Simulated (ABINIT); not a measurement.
# A GW chain in ABINIT: CaAlSiH (P3m1)

Aim: the G0W0 gap of CaAlSiH (P3m1) on PBEsol, step by step.

Calculated with ABINIT 10.8.3; PBEsol and many-body steps on it, plane waves.

## (1) Set-up

It takes space group P3m1 (No. 156, trigonal). Conventional cell: a = 4.143 Å, b = 4.143 Å, c = 4.698 Å, α = 90.00°, β = 90.00°, γ = 120.00°. Nearest to Ca lie 3 H at 2.42 Å and 3 Si at 3.14 Å. Nearest to Al lie 1 H at 1.75 Å and 3 Si at 2.45 Å. Nearest to Si lie 3 Al at 2.45 Å and 3 Ca at 3.14 Å. Nearest to H lie 1 Al at 1.75 Å and 3 Ca at 2.42 Å. Farther neighbours are not listed.

The cell and positions are those that the Materials Project relaxed with its own functionals (PBE, PBE+U or r2SCAN), kept fixed.

## (2) Ground state

This step: ABINIT 10.8.3; DFT, PBEsol, plane waves, norm-conserving pseudopotentials.

The ground-state density comes first.

File run.abi:

```
acell 3*1.0 Angstrom
rprim 
  4.143280229474 0.000000000031 0.000000000000
  -2.071640114764 3.588185933707 0.000000000000
  0.000000000000 0.000000000000 4.698226000000
ntypat 4
znucl 20 13 14 1
natom 4
typat 1 2 3 4
xred 
  0.000000000000 0.000000000000 0.999921000000
  0.666666666667 0.333333333333 0.457112000000
  0.333333333333 0.666666666667 0.565892000000
  0.666666666667 0.333333333333 0.083775000000
pp_dirpath "pseudos"
pseudos "Ca.upf, Al.upf, Si.upf, H.upf"
ecut 32
ngkpt 6 6 4
nshiftk 1
shiftk 0 0 0
kptopt 1
chksymbreak 0
nband 15
occopt 1
tolvrs 1e-10
nstep 60
prtwf 0
optforces 0
optstress 0
indata_prefix "in"
outdata_prefix "out"
tmpdata_prefix "tmp"
```

On the command line:

```console
$ OMP_NUM_THREADS=1 mpirun -n 4 abinit run.abi > log
```

Numbers of over 12 decimals in the logs are rounded to 6 here.

The program printed:

```text
.Version 10.8.3 of ABINIT. v10.8.2 released Aug 2026.

 Symmetries : space group P3 m 1 (#156); Bravais hP (primitive hexag.)
================================================================================
 Values of the parameters that define the memory need of the present run
     intxc =       0    ionmov =       0      iscf =       7    lmnmax =       6
     lnmax =       6     mgfft =      48  mpssoang =       3    mqgrid =    3001
     natom =       4  nloc_mem =       1    nspden =       1   nspinor =       1
    nsppol =       1      nsym =       6    n1xccc =    2501    ntypat =       4
    occopt =       1   xclevel =       2
-    mband =          15        mffmem =           1         mkmem =           6
       mpw =        4092          nfft =       76800          nkpt =          24
================================================================================
  Rough estimation (10% accuracy) of disk space for files :
================================================================================

--------------------------------------------------------------------------------
------------- Echo of variables that govern the present computation ------------
--------------------------------------------------------------------------------
 -outvars: echo values of preprocessed input variables --------
            acell      1.8897261259E+00  1.8897261259E+00  1.8897261259E+00 Bohr

      chksymbreak           0
             ecut      3.20000000E+01 Hartree
-          fftalg         312

              ixc     -116133
              kpt      0.00000000E+00  0.00000000E+00  0.00000000E+00
                       1.66666667E-01  0.00000000E+00  0.00000000E+00
                       3.33333333E-01  0.00000000E+00  0.00000000E+00
                       5.00000000E-01  0.00000000E+00  0.00000000E+00
                       1.66666667E-01  1.66666667E-01  0.00000000E+00
                       3.33333333E-01  1.66666667E-01  0.00000000E+00
                       3.33333333E-01  3.33333333E-01  0.00000000E+00
                       0.00000000E+00  0.00000000E+00  2.50000000E-01
                       1.66666667E-01  0.00000000E+00  2.50000000E-01
   [... 13 further rows ...]
                       3.33333333E-01  1.66666667E-01  5.00000000E-01
                       3.33333333E-01  3.33333333E-01  5.00000000E-01
         kptrlatt        6    0    0      0    6    0      0    0    4
          kptrlen      3.55134417E+01
P           mkmem           6
            natom           4
            nband          15
            ngfft          40      40      48
             nkpt          24
            nstep          60
             nsym           6
           ntypat           4
              occ      2.000000  2.000000  2.000000  2.000000  2.000000  2.000000
                       2.000000  2.000000  2.000000  0.000000  0.000000  0.000000
[...]
optforces           0
        optstress           0
            prtwf           0
            rprim      4.1432802295E+00  3.1000000000E-11  0.0000000000E+00
[...]
spgroup         156

           tolvrs      1.00000000E-10

             xred      0.0000000000E+00  0.0000000000E+00  9.9992100000E-01
[...]
znucl       20.00000   13.00000   14.00000    1.00000

================================================================================

 chkinp: Checking input parameters for consistency.

================================================================================
== DATASET  1 ==================================================================
-   mpi_nproc: 4, omp_nthreads: 1 (-1 if OMP is not activated)

--- !DatasetInfo
iteration_state: {dtset: 1, }
dimensions: {natom: 4, nkpt: 24, mband: 15, nsppol: 1, nspinor: 1, nspden: 1, mpw: 4092, }
cutoff_energies: {ecut:  32.0, pawecutdg:  -1.0, }
electrons: {nelect:   1.80000000E+01, charge:   0.00000000E+00, occopt:   1.00000000E+00, tsmear:   1.00000000E-02, }

 Real(R)+Recip(G) space primitive vectors, cartesian coordinates (Bohr,Bohr^-1):
 R(1)=  7.8296649  0.0000000  0.0000000  G(1)=  0.1277194  0.0737388  0.0000000
 R(2)= -3.9148324  6.7806887  0.0000000  G(2)=  0.0000000  0.1474776  0.0000000
 R(3)=  0.0000000  0.0000000  8.8783604  G(3)=  0.0000000  0.0000000  0.1126334
 Unit cell volume ucvol=  4.7135677E+02 bohr^3
 Angles (23,13,12)=  9.00000000E+01  9.00000000E+01  1.20000000E+02 degrees

 getcut: wavevector=  0.0000  0.0000  0.0000  ngfft=  40  40  48
         ecut(hartree)=     32.000   => boxcut(ratio)=   2.00621

--- Pseudopotential description ------------------------------------------------
- Ca Generated using ONCVPSP code by D. R. Hamann
- 20.00000  10.00000  180301                  znucl, zion, pspdat
12 -116133 2 -1 1746                          pspcod,pspxc,lmax,lloc,mmax
     nproj     2     2     2
  pspatm : epsatm=   12.46101000
         --- l  ekb(1:nproj) -->
[...]
pspatm: atomic psp has been read  and splines computed

- Al Generated using ONCVPSP code by D. R. Hamann
- 13.00000   3.00000  180301                  znucl, zion, pspdat
12 -116133 2 -1 1876                          pspcod,pspxc,lmax,lloc,mmax
     nproj     2     2     2
  pspatm : epsatm=    0.68509285
         --- l  ekb(1:nproj) -->
[...]
pspatm: atomic psp has been read  and splines computed

- Si Generated using ONCVPSP code by D. R. Hamann
- 14.00000   4.00000  180301                  znucl, zion, pspdat
12 -116133 2 -1 1510                          pspcod,pspxc,lmax,lloc,mmax
     nproj     2     2     2
  pspatm : epsatm=    7.86468660
         --- l  ekb(1:nproj) -->
[...]
pspatm: atomic psp has been read  and splines computed

- H Generated using ONCVPSP code by D. R. Hamann
-  1.00000   1.00000  180301                  znucl, zion, pspdat
12 -116133 1 -1 1180                          pspcod,pspxc,lmax,lloc,mmax
     nproj     2     1     0
  pspatm : epsatm=    0.35585368
         --- l  ekb(1:nproj) -->
[...]
1   -0.494138
 pspatm: atomic psp has been read  and splines computed

   3.84599576E+02                                ecore*ucvol(ha*bohr**3)
--------------------------------------------------------------------------------

_setup2: Arith. and geom. avg. npw (full set) are    4075.465    4075.454

================================================================================

--- !BeginCycle
iteration_state: {dtset: 1, }
solver: {iscf: 7, nstep: 60, nline: 4, wfoptalg: 0, }
tolerances: {tolvrs: 1.00E-10, }

     iter   Etot(hartree)      deltaE(h)  residm     vres2
 ETOT  1  -45.791402271705    -4.579E+01 4.485E-02 8.032E+01
 ETOT  2  -45.828528318452    -3.713E-02 1.307E-01 8.945E+00
 ETOT  3  -45.829625889325    -1.098E-03 1.448E-02 2.704E-01
 ETOT  4  -45.829653299248    -2.741E-05 5.334E-03 1.492E-02
 ETOT  5  -45.829654787501    -1.488E-06 1.891E-03 6.191E-04
 ETOT  6  -45.829654891652    -1.042E-07 2.235E-03 4.361E-05
 ETOT  7  -45.829654898889    -7.236E-09 3.280E-03 2.006E-06
 ETOT  8  -45.829654899539    -6.500E-10 2.045E-03 1.124E-07
 ETOT  9  -45.829654899570    -3.123E-11 2.308E-03 6.071E-09
 ETOT 10  -45.829654899573    -3.205E-12 7.672E-04 4.680E-10
 ETOT 11  -45.829654899574    -7.532E-13 6.192E-04 6.147E-12

 At SCF step   11       vres2   =  6.15E-12 < tolvrs=  1.00E-10 =>converged.

--- !ResultsGS
iteration_state: {dtset: 1, }
comment   : Summary of ground state results
lattice_vectors:
- [  7.8296649,   0.0000000,   0.0000000, ]
- [ -3.9148324,   6.7806887,   0.0000000, ]
- [  0.0000000,   0.0000000,   8.8783604, ]
lattice_lengths: [   7.82966,    7.82966,    8.87836, ]
lattice_angles: [ 90.000,  90.000, 120.000, ] # degrees, (23, 13, 12)
lattice_volume:   4.7135677E+02
convergence: {deltae: -7.532E-13, res2:  6.147E-12, residm:  6.192E-04, diffor:  0.000E+00, }
etotal    :  -4.58296549E+01
entropy   :   0.00000000E+00
fermie    :   2.06185172E-01
cartesian_stress_tensor: null
pressure_GPa: null
xred      :
- [  0.0000E+00,   0.0000E+00,   9.9992E-01, Ca]
- [  6.6667E-01,   3.3333E-01,   4.5711E-01, Al]
- [  3.3333E-01,   6.6667E-01,   5.6589E-01, Si]
- [  6.6667E-01,   3.3333E-01,   8.3775E-02,  H]
cartesian_forces: null
force_length_stats: {min: null, max: null, mean: null, }

 Integrated electronic density in atomic spheres:
 ------------------------------------------------
 Atom  Sphere_radius  Integrated_density
[...]
4        2.00000          1.35752497
================================================================================

 ----iterations are completed or convergence reached----

 Mean square residual over all n,k,spin=   53.446E-07; max=  61.922E-05
 reduced coordinates (array xred) for    4 atoms
       0.000000000000      0.000000000000      0.999921000000
       0.666666666667      0.333333333333      0.457112000000
       0.333333333333      0.666666666667      0.565892000000
       0.666666666667      0.333333333333      0.083775000000
 rms dE/dt=  0.0000E+00; max dE/dt=  0.0000E+00; dE/dt below (all hartree)
    1       0.000000000000      0.000000000000      0.000000000000
    2       0.000000000000      0.000000000000      0.000000000000
    3       0.000000000000      0.000000000000      0.000000000000
    4       0.000000000000      0.000000000000      0.000000000000

 cartesian coordinates (angstrom) at end:
    1      0.000000     0.000000     4.697855
    2      2.071640     1.196062     2.147615
    3     -1.8e-11     2.392124     2.658689
    4      2.071640     1.196062     0.393594
 length scales=  1.889726125908  1.889726125908  1.889726125908 bohr
              =  1.000000000000  1.000000000000  1.000000000000 angstroms
 prteigrs : about to open file out_EIG
 Fermi (or HOMO) energy (hartree) =   0.20619   Average Vxc (hartree)=  -0.34645
 Eigenvalues (hartree) for nkpt=  24  k points:
 kpt#   1, nband= 15, wtk=  0.00694, kpt=  0.0000  0.0000  0.0000 (reduced coord)
  -1.30183   -0.60884   -0.60529   -0.60529   -0.16054    0.03870    0.13458    0.17197
   0.17197    0.25991    0.29923    0.29923    0.33070    0.33117    0.34895
 prteigrs : prtvol=0 or 1, do not print more k-points.

--- !EnergyTerms
iteration_state     : {dtset: 1, }
comment             : Components of total free energy in Hartree
kinetic             :  1.61805885062146E+01
hartree             :  9.93630439637124E+00
xc                  : -1.02338008611574E+01
Ewald energy        : -3.07918301066629E+01
psp_core            :  8.15941548547503E-01
local_psp           : -3.58805754062280E+01
non_local_psp       :  4.14371702334126E+00
total_energy        : -4.58296548995738E+01
total_energy_eV     : -1.24708844099232E+03
band_energy         : -5.75579115507406E+00

== END DATASET(S) ==============================================================
================================================================================

 -outvars: echo values of variables after computation  --------
           etotal     -4.5829654900E+01
            nband          15
             nkpt          24
          spgroup         156
 [... the other variables as echoed above ...]

 Calculation completed.
```

It took 14 s on 4 MPI ranks of Arm Neoverse V2, shared host; peak memory 0.36 GiB; 56 s of CPU time.

Numbers from this step:

```
total energy               : -1247.0884 eV
gap                        : 0.2893 eV
k of the valence top       : 0, 0, 0.5
k of the conduction bottom : 0.5, 0, 0
least direct gap           : 1.214 eV
```

The gap is indirect, with the least direct gap 0.93 eV higher.

## (3) Empty states on the mesh, 3×3×4 mesh, 59 bands

The sums over transitions need many empty states on a uniform mesh; this step solves for them.

run.abi, as its differences from that of step 2:

```diff
@@ -17,3 +17,3 @@
 ecut 32
-ngkpt 6 6 4
+ngkpt 3 3 4
 nshiftk 1
@@ -22,9 +22,10 @@
 chksymbreak 0
-nband 15
-occopt 1
-tolvrs 1e-10
+iscf -2
+irdden 1
+istwfk *1
+nband 59
+nbdbuf 4
+tolwfr 1e-09
 nstep 60
-prtwf 0
-optforces 0
-optstress 0
+prtvol 0
 indata_prefix "in"
```

The program printed:

```text
.Version 10.8.3 of ABINIT. v10.8.2 released Aug 2026.

 Symmetries : space group P3 m 1 (#156); Bravais hP (primitive hexag.)
[... echo of the input left out ...]
== DATASET  1 ==================================================================
-   mpi_nproc: 4, omp_nthreads: 1 (-1 if OMP is not activated)

--- !DatasetInfo
iteration_state: {dtset: 1, }
dimensions: {natom: 4, nkpt: 10, mband: 59, nsppol: 1, nspinor: 1, nspden: 1, mpw: 4092, }
cutoff_energies: {ecut:  32.0, pawecutdg:  -1.0, }
electrons: {nelect:   1.80000000E+01, charge:   0.00000000E+00, occopt:   1.00000000E+00, tsmear:   1.00000000E-02, }

 Real(R)+Recip(G) space primitive vectors, cartesian coordinates (Bohr,Bohr^-1):
 R(1)=  7.8296649  0.0000000  0.0000000  G(1)=  0.1277194  0.0737388  0.0000000
 R(2)= -3.9148324  6.7806887  0.0000000  G(2)=  0.0000000  0.1474776  0.0000000
 R(3)=  0.0000000  0.0000000  8.8783604  G(3)=  0.0000000  0.0000000  0.1126334
 Unit cell volume ucvol=  4.7135677E+02 bohr^3
 Angles (23,13,12)=  9.00000000E+01  9.00000000E+01  1.20000000E+02 degrees

 getcut: wavevector=  0.0000  0.0000  0.0000  ngfft=  40  40  48
         ecut(hartree)=     32.000   => boxcut(ratio)=   2.00621

--- Pseudopotential description ------------------------------------------------
- Ca Generated using ONCVPSP code by D. R. Hamann
- 20.00000  10.00000  180301                  znucl, zion, pspdat
12 -116133 2 -1 1746                          pspcod,pspxc,lmax,lloc,mmax
     nproj     2     2     2
  pspatm : epsatm=   12.46101000
         --- l  ekb(1:nproj) -->
             0   10.054847    0.973777
             1    2.998958    0.458102
             2   -3.447298   -1.091650
 pspatm: atomic psp has been read  and splines computed

- Al Generated using ONCVPSP code by D. R. Hamann
- 13.00000   3.00000  180301                  znucl, zion, pspdat
12 -116133 2 -1 1876                          pspcod,pspxc,lmax,lloc,mmax
     nproj     2     2     2
  pspatm : epsatm=    0.68509285
         --- l  ekb(1:nproj) -->
[...]
pspatm: atomic psp has been read  and splines computed

- Si Generated using ONCVPSP code by D. R. Hamann
- 14.00000   4.00000  180301                  znucl, zion, pspdat
12 -116133 2 -1 1510                          pspcod,pspxc,lmax,lloc,mmax
     nproj     2     2     2
  pspatm : epsatm=    7.86468660
         --- l  ekb(1:nproj) -->
[...]
pspatm: atomic psp has been read  and splines computed

- H Generated using ONCVPSP code by D. R. Hamann
-  1.00000   1.00000  180301                  znucl, zion, pspdat
12 -116133 1 -1 1180                          pspcod,pspxc,lmax,lloc,mmax
     nproj     2     1     0
  pspatm : epsatm=    0.35585368
         --- l  ekb(1:nproj) -->
[...]
1   -0.494138
 pspatm: atomic psp has been read  and splines computed

[...]
prteigrs : about to open file out_EIG
 Non-SCF case, kpt    1 (  0.00000  0.00000  0.00000), residuals and eigenvalues=
  5.15E-10  2.24E-10  2.78E-10  9.17E-10  2.38E-10  8.35E-10  4.14E-10  4.06E-10
  6.38E-10  2.48E-10  3.17E-10  7.18E-10  3.06E-10  6.21E-10  2.72E-10  3.67E-10
  1.67E-10  4.42E-10  2.01E-10  3.02E-10  8.46E-10  6.14E-10  3.06E-10  8.05E-10
[...]
-1.3018E+00 -6.0884E-01 -6.0529E-01 -6.0529E-01 -1.6054E-01  3.8705E-02
  1.3458E-01  1.7197E-01  1.7197E-01  2.5991E-01  2.9923E-01  2.9923E-01
  3.3064E-01  3.3064E-01  3.4894E-01  3.4894E-01  3.5412E-01  4.2264E-01
[...]
1.1791E+00  1.2414E+00  1.2414E+00  1.2938E+00  1.3221E+00  1.3292E+00
  1.3292E+00  1.3716E+00  1.3716E+00  1.3855E+00  1.3855E+00  1.4264E+00
  1.4296E+00  1.4387E+00  1.4594E+00  1.4594E+00  1.4730E+00
 prteigrs : prtvol=0 or 1, do not print more k-points.

--- !ResultsGS
iteration_state: {dtset: 1, }
comment   : Summary of ground state results
lattice_vectors:
- [  7.8296649,   0.0000000,   0.0000000, ]
- [ -3.9148324,   6.7806887,   0.0000000, ]
- [  0.0000000,   0.0000000,   8.8783604, ]
lattice_lengths: [   7.82966,    7.82966,    8.87836, ]
lattice_angles: [ 90.000,  90.000, 120.000, ] # degrees, (23, 13, 12)
lattice_volume:   4.7135677E+02
convergence: {deltae:  0.000E+00, res2:  0.000E+00, residm:  9.982E-10, diffor:  0.000E+00, }
etotal    :  -4.58296549E+01
entropy   :   0.00000000E+00
fermie    :   2.06185172E-01
cartesian_stress_tensor: null
pressure_GPa: null
xred      :
- [  0.0000E+00,   0.0000E+00,   9.9992E-01, Ca]
- [  6.6667E-01,   3.3333E-01,   4.5711E-01, Al]
- [  3.3333E-01,   6.6667E-01,   5.6589E-01, Si]
- [  6.6667E-01,   3.3333E-01,   8.3775E-02,  H]
cartesian_forces: null
force_length_stats: {min: null, max: null, mean: null, }

 Integrated electronic density in atomic spheres:
 ------------------------------------------------
 Atom  Sphere_radius  Integrated_density
[...]
================================================================================

 ----iterations are completed or convergence reached----

 Mean square residual over all n,k,spin=   54.292E-11; max=  99.821E-11
 reduced coordinates (array xred) for    4 atoms
[...]
0.666666666667      0.333333333333      0.083775000000

 cartesian coordinates (angstrom) at end:
    1      0.000000     0.000000     4.697855
    2      2.071640     1.196062     2.147615
    3     -1.8e-11     2.392124     2.658689
    4      2.071640     1.196062     0.393594
 length scales=  1.889726125908  1.889726125908  1.889726125908 bohr
              =  1.000000000000  1.000000000000  1.000000000000 angstroms
 prteigrs : about to open file out_EIG
 Eigenvalues (hartree) for nkpt=  10  k points:
 kpt#   1, nband= 59, wtk=  0.02778, kpt=  0.0000  0.0000  0.0000 (reduced coord)
[...]
1.15543    1.17911    1.17911    1.24139    1.24139    1.29381    1.32209    1.32922
   1.32922    1.37155    1.37155    1.38546    1.38546    1.42644    1.42958    1.43871
   1.45941    1.45944    1.47302
 prteigrs : prtvol=0 or 1, do not print more k-points.

== END DATASET(S) ==============================================================
================================================================================

 -outvars: echo values of variables after computation  --------
            nband          59
             nkpt          10
          spgroup         156
 [... the other variables as echoed above ...]

 Calculation completed.
```

Run time: 18 s. Hardware: 4 MPI ranks; peak memory 0.35 GiB; 74 s of CPU time.

This step gave:

- gap: 0.5728 eV
- k of the valence top: 0, 0, 0.5
- k of the conduction bottom: -0.3333, 0, 0.25
- least direct gap: 1.364 eV
- k points computed: 10
- lowest point of the top converged band, above the valence top: 33.24 eV

On this mesh the gap is 0.573 eV. The earlier step found 0.289 eV, so this mesh misses an edge.

(Continued in part 2 of 2.)

[Paths, hosts, dates, memory and timing lines, banners, echoed tables and standing remarks are left out of the program output.]

[Logs are printed without paths, hosts, clocks, repeated set-up lines and the standing remarks that a program may print on its own settings, such as how far it seeks lower states.]

[Runs of the session that timed out or met a known fault of the program may be left out.]

[Hosts, paths, dates, database ids (printed as entryN), source tags and the programs' standing remarks are cut or masked in the printed files.]

[G0W0 gaps are taken among the corrected bands and points alone; a level outside them can change the order at an edge.]

[Where Ansatz stands beside ABINIT at settings called matched, ABINIT's density can come from a denser mesh and the files from another edition; pairs whose starting gaps differed by over 0.03 eV were left out, so agreement reads better than it is.]
